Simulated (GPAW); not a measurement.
**MgS (Niningerite): G0W0 with GPAW, start to end**

Wanted: ground state, empty states, screening and self-energy for MgS (Niningerite).

Calculated with GPAW 26.7.0; LDA and many-body steps on it, plane waves.

This is a report of a sequence of runs, with most program output left out.

## Step 1: Starting point

Symmetry: Fm-3m, No. 225, cubic system. Conventional cell: a = 5.203 Å, b = 5.203 Å, c = 5.203 Å, α = 90.00°, β = 90.00°, γ = 90.00°. Nearest to Mg lie 6 S at 2.60 Å. Nearest to S lie 6 Mg at 2.60 Å. Farther neighbours and most contacts between anions are not listed.

The cell and positions come from the Crystallography Open Database and are kept as given unless a step says otherwise.

## Step 2: Ground state

This step: GPAW 26.7.0; DFT, LDA, plane waves, PAW.

The ground-state density comes first.

Input file run.py:

```python
import json
import numpy as np
from gpaw.mpi import world
from ase import Atoms
from gpaw import GPAW, PW, FermiDirac

atoms = Atoms(['Mg', 'S'],
    cell=[[0.0000000000, 2.6016500000, 2.6016500000],
      [2.6016500000, 0.0000000000, 2.6016500000],
      [2.6016500000, 2.6016500000, 0.0000000000]],
    scaled_positions=[[0.0000000000, 0.0000000000, 0.0000000000],
      [0.5000000000, 0.5000000000, 0.5000000000]],
    pbc=(True, True, True))
calc = GPAW(mode=PW(450),
    xc='LDA',
    kpts={'size': (8, 8, 8), 'gamma': True},
    occupations=FermiDirac(0.001),
    nbands=-7,
    convergence={'density': 1e-6, 'bands': -3},
    maxiter=100,
    txt='gs.txt')
atoms.calc = calc
res = {'energy': atoms.get_potential_energy()}
kpts = calc.get_ibz_k_points()
res['kpts'] = kpts
res['eigenvalues'] = [calc.get_eigenvalues(kpt=k) for k in range(len(kpts))]
res['n_electrons'] = calc.get_number_of_electrons()
calc.write('gs.gpw')

if world.rank == 0:
    with open('result.json', 'w') as f:
        json.dump(res, f, default=lambda x: x.tolist())
```

Launch:

```console
> mpirun -n 4 gpaw python run.py
```

Run time: 4.8 s. Hardware: 4 MPI ranks of Arm Neoverse V1, shared host; peak memory 0.59 GiB.

This step gave:

```yaml
total_energy: -9.578 eV
gap: 2.566 eV
k_of_the_valence_top: 0, 0, 0
k_of_the_conduction_bottom: 0.5, 0.5, 0
least_direct_gap: 3.487 eV
```

The gap is indirect, with the least direct gap 0.92 eV higher.

## Step 3: Bands along the symmetry lines

Levels along a band path, at the cheap level, show where the edges lie and whether the meshes to come will hold them.

Input file run.py:

```python
import json
import numpy as np
from gpaw.mpi import world
from gpaw import GPAW

path = [[0.000000, 0.000000, 0.000000],
    [0.062500, 0.000000, 0.062500],
    [0.125000, 0.000000, 0.125000],
    [0.187500, 0.000000, 0.187500],
    [0.250000, 0.000000, 0.250000],
    [0.312500, 0.000000, 0.312500],
    [0.375000, 0.000000, 0.375000],
    [0.437500, 0.000000, 0.437500],
    [0.500000, 0.000000, 0.500000],
    [0.515625, 0.031250, 0.515625],
    [0.531250, 0.062500, 0.531250],
    [0.546875, 0.093750, 0.546875],
    [0.562500, 0.125000, 0.562500],
    [0.578125, 0.156250, 0.578125],
    [0.593750, 0.187500, 0.593750],
    [0.609375, 0.218750, 0.609375],
    [0.625000, 0.250000, 0.625000],
    [0.375000, 0.375000, 0.750000],
    [0.328125, 0.328125, 0.656250],
    [0.281250, 0.281250, 0.562500],
    [0.234375, 0.234375, 0.468750],
    [0.187500, 0.187500, 0.375000],
    [0.140625, 0.140625, 0.281250],
    [0.093750, 0.093750, 0.187500],
    [0.046875, 0.046875, 0.093750],
    [0.000000, 0.000000, 0.000000],
    [0.062500, 0.062500, 0.062500],
    [0.125000, 0.125000, 0.125000],
    [0.187500, 0.187500, 0.187500],
    [0.250000, 0.250000, 0.250000],
    [0.312500, 0.312500, 0.312500],
    [0.375000, 0.375000, 0.375000],
    [0.437500, 0.437500, 0.437500],
    [0.500000, 0.500000, 0.500000],
    [0.500000, 0.468750, 0.531250],
    [0.500000, 0.437500, 0.562500],
    [0.500000, 0.406250, 0.593750],
    [0.500000, 0.375000, 0.625000],
    [0.500000, 0.343750, 0.656250],
    [0.500000, 0.312500, 0.687500],
    [0.500000, 0.281250, 0.718750],
    [0.500000, 0.250000, 0.750000],
    [0.500000, 0.218750, 0.718750],
    [0.500000, 0.187500, 0.687500],
    [0.500000, 0.156250, 0.656250],
    [0.500000, 0.125000, 0.625000],
    [0.500000, 0.093750, 0.593750],
    [0.500000, 0.062500, 0.562500],
    [0.500000, 0.031250, 0.531250],
    [0.500000, 0.000000, 0.500000]]
calc = GPAW('gs.gpw').fixed_density(kpts=path,
    symmetry='off',
    nbands=18,
    convergence={'bands': 14},
    txt='bands.txt')
res = {}
kpts = calc.get_ibz_k_points()
res['kpts'] = kpts
res['eigenvalues'] = [calc.get_eigenvalues(kpt=k) for k in range(len(kpts))]
res['n_electrons'] = calc.get_number_of_electrons()

if world.rank == 0:
    with open('result.json', 'w') as f:
        json.dump(res, f, default=lambda x: x.tolist())
```

Launch:

```console
> mpirun -n 4 gpaw python run.py
```

Wall time 5.2 s (4 MPI ranks); peak memory 0.62 GiB.

Numbers from this step:

* gap: 2.566 eV
* k of the valence top: 0, 0, 0
* k of the conduction bottom: 0.5, 0, 0.5
* least direct gap: 3.487 eV

The gap is 2.566 eV, as in the run before at this level.

Electronic bands along the path, in eV, zero at the top of the highest filled band; v1 is the highest filled band, c1 the lowest empty one:

```
    point      v4     v3     v2     v1    c1    c2     c3     c4
        Γ  -12.65   0.00   0.00   0.00  3.49  7.80   7.80   7.80
  halfway  -11.90  -2.59  -0.98  -0.98  4.81  5.48   8.02  10.02
        X  -10.95  -4.24  -1.70  -1.70  2.57  4.25  11.80  12.59
  halfway  -10.93  -4.11  -2.28  -1.62  3.02  4.89  11.00  11.15
        U  -10.94  -3.74  -3.24  -1.38  3.72  6.56   9.50   9.92
jump to K  -10.94  -3.74  -3.24  -1.38  3.72  6.56   9.50   9.92
  halfway  -11.83  -3.09  -1.51  -0.31  6.00  7.10   7.17   7.72
        Γ  -12.65   0.00   0.00   0.00  3.49  7.80   7.80   7.80
  halfway  -12.08  -2.86  -0.32  -0.32  4.77  7.65   7.65   8.14
        L  -11.31  -4.90  -0.59  -0.59  4.37  6.72   6.72   9.89
  halfway  -11.12  -4.37  -2.17  -1.17  5.39  5.94   8.24   9.26
        W  -10.90  -3.27  -3.27  -2.41  5.08  7.81   7.81   7.86
  halfway  -10.92  -3.99  -2.28  -2.10  3.61  5.35   9.89  10.47
        X  -10.95  -4.24  -1.70  -1.70  2.57  4.25  11.80  12.59
```

## Step 4: Empty states on the mesh, 6×6×6 mesh, 89 bands

The sums over transitions need many empty states on a uniform mesh; this step solves for them.

Input file run.py:

```python
import json
import numpy as np
from gpaw.mpi import world
from gpaw import GPAW

calc = GPAW('gs.gpw').fixed_density(kpts={'size': (6, 6, 6), 'gamma': True},
    parallel={'domain': 1, 'band': 1},
    txt='nscf.txt')
calc.diagonalize_full_hamiltonian(nbands=89)
calc.write('full.gpw', mode='all')
res = {}
kpts = calc.get_ibz_k_points()
res['kpts'] = kpts
res['eigenvalues'] = [calc.get_eigenvalues(kpt=k) for k in range(len(kpts))]
res['n_electrons'] = calc.get_number_of_electrons()

if world.rank == 0:
    with open('result.json', 'w') as f:
        json.dump(res, f, default=lambda x: x.tolist())
```

Launch:

```console
> mpirun -n 4 gpaw python run.py
```

Elapsed: 6.1 s, on 4 MPI ranks; peak memory 0.74 GiB; 24 s of CPU time.

This step gave:

```yaml
gap: 2.566 eV
k_of_the_valence_top: 0, 0, 0
k_of_the_conduction_bottom: 0.5, 0.5, 0
least_direct_gap: 3.487 eV
k_points_computed: 16
lowest_point_of_the_top_converged_band_above_the_valence_top: 87.5945 eV
```

On this mesh the gap is 2.566 eV.

## Step 5: Screening and self-energy, 6×6×6 mesh, 79 bands, screening to 100 eV

Now the one-shot GW correction: screening in the RPA, then the self-energy of the levels asked for.

This step: G0W0 on LDA, plane waves, PAW.

Input file run.py:

```python
import json
import numpy as np
from gpaw.mpi import world
from gpaw.response.g0w0 import G0W0

gw = G0W0('full.gpw',
    filename='gw',
    kpts=[0, 12],
    bands=(6, 10),
    ecut=100,
    nbands=79,
    integrate_gamma='WS',
    ppa=True)
gw.calculate()
res = {mode: {k: v for k, v in r.items() if k != 'sigma_eskwn'}
       for mode, r in gw.all_results.items()}

if world.rank == 0:
    with open('result.json', 'w') as f:
        json.dump(res, f, default=lambda x: x.tolist())
```

Launch:

```console
> mpirun -n 4 gpaw python run.py
```

Run time: 39 s. Hardware: 4 MPI ranks; peak memory 1.2 GiB; 2.6 min of CPU time.

This step gave:

```
G0W0 gap on the points computed              : 4.033 eV
least direct G0W0 gap on the computed points : 4.973 eV
Z at the valence top                         : 0.7866
Z at the conduction bottom                   : 0.8193
starting gap on the mesh                     : 2.566 eV
k of the valence top                         : 0, 0, 0
k of the conduction bottom                   : 0.5, 0.5, 0
```

The gap on the mesh goes from 2.57 eV to 4.03 eV, a correction of +1.47 eV.

Limits: finite bands, cutoff and mesh. v1 is the top filled band, c1 the lowest empty one. Levels before and after the correction, in eV, zero at the valence-band top of each column:

```
           conduction bottom  valence top
Kohn-Sham               2.57         0.00
     G0W0               4.03         0.00
```

```
                       level  energy (eV)
Kohn-Sham            Γ v2-v1        0.000
Kohn-Sham               Γ c1        3.487
Kohn-Sham               Γ c2        7.804
Kohn-Sham  (0.5 0.5 0) v2-v1       -1.703
Kohn-Sham     (0.5 0.5 0) c1        2.566
Kohn-Sham     (0.5 0.5 0) c2        4.250
     G0W0            Γ v2-v1        0.000
     G0W0               Γ c1        4.973
     G0W0               Γ c2        9.283
     G0W0  (0.5 0.5 0) v2-v1       -1.876
     G0W0     (0.5 0.5 0) c1        4.033
     G0W0     (0.5 0.5 0) c2        5.508
```

## Step 6: Where the time went

Times are wall times on 4 MPI ranks of Arm Neoverse V1, shared host, good to a factor of about two.

```
                          step   time  share  memory (GiB)
                  ground state  4.8 s    9 %          0.59
bands along the symmetry lines  5.2 s   10 %          0.62
      empty states on the mesh  6.1 s   11 %          0.74
     screening and self-energy   39 s   70 %           1.2
```

## Step 7: Outcome

```json
{
  "LDA gap": "2.57 eV, indirect",
  "G0W0 gap on the mesh": "4.03 eV",
  "GW settings": "6×6×6 mesh, 79 bands, screening to 100 eV, Godby-Needs plasmon pole",
  "known limits": "not at the basis limit"
}
```

What this shows: G0W0 moves the gap on the mesh from 2.57 eV to 4.03 eV (+1.47 eV), with Z of 0.79 and 0.82 at the edges. Only 2 of the mesh's irreducible points were corrected, so a valley elsewhere could overtake. The dearest step here is «screening and self-energy». Bands and cutoff are finite, so the gap is not at the basis limit. The miss can reach some tenths of an eV and take either sign; the mesh is an error of its own. These stock PAW sets were not made for GW. In the G0W0 run levels were corrected at 2 k points alone, so a gap called «on the mesh» is the least over those, and an edge elsewhere would be missed.

[Paths, hosts, dates, memory and timing lines, banners, echoed tables and standing remarks are left out of the program output.]

[Logs are printed without paths, hosts, clocks, repeated set-up lines and the standing remarks that a program may print on its own settings, such as how far it seeks lower states.]

[Runs of the session that timed out or met a known fault of the program may be left out.]

[Hosts, paths, dates, database ids (printed as entryN), source tags and the programs' standing remarks are cut or masked in the printed files.]
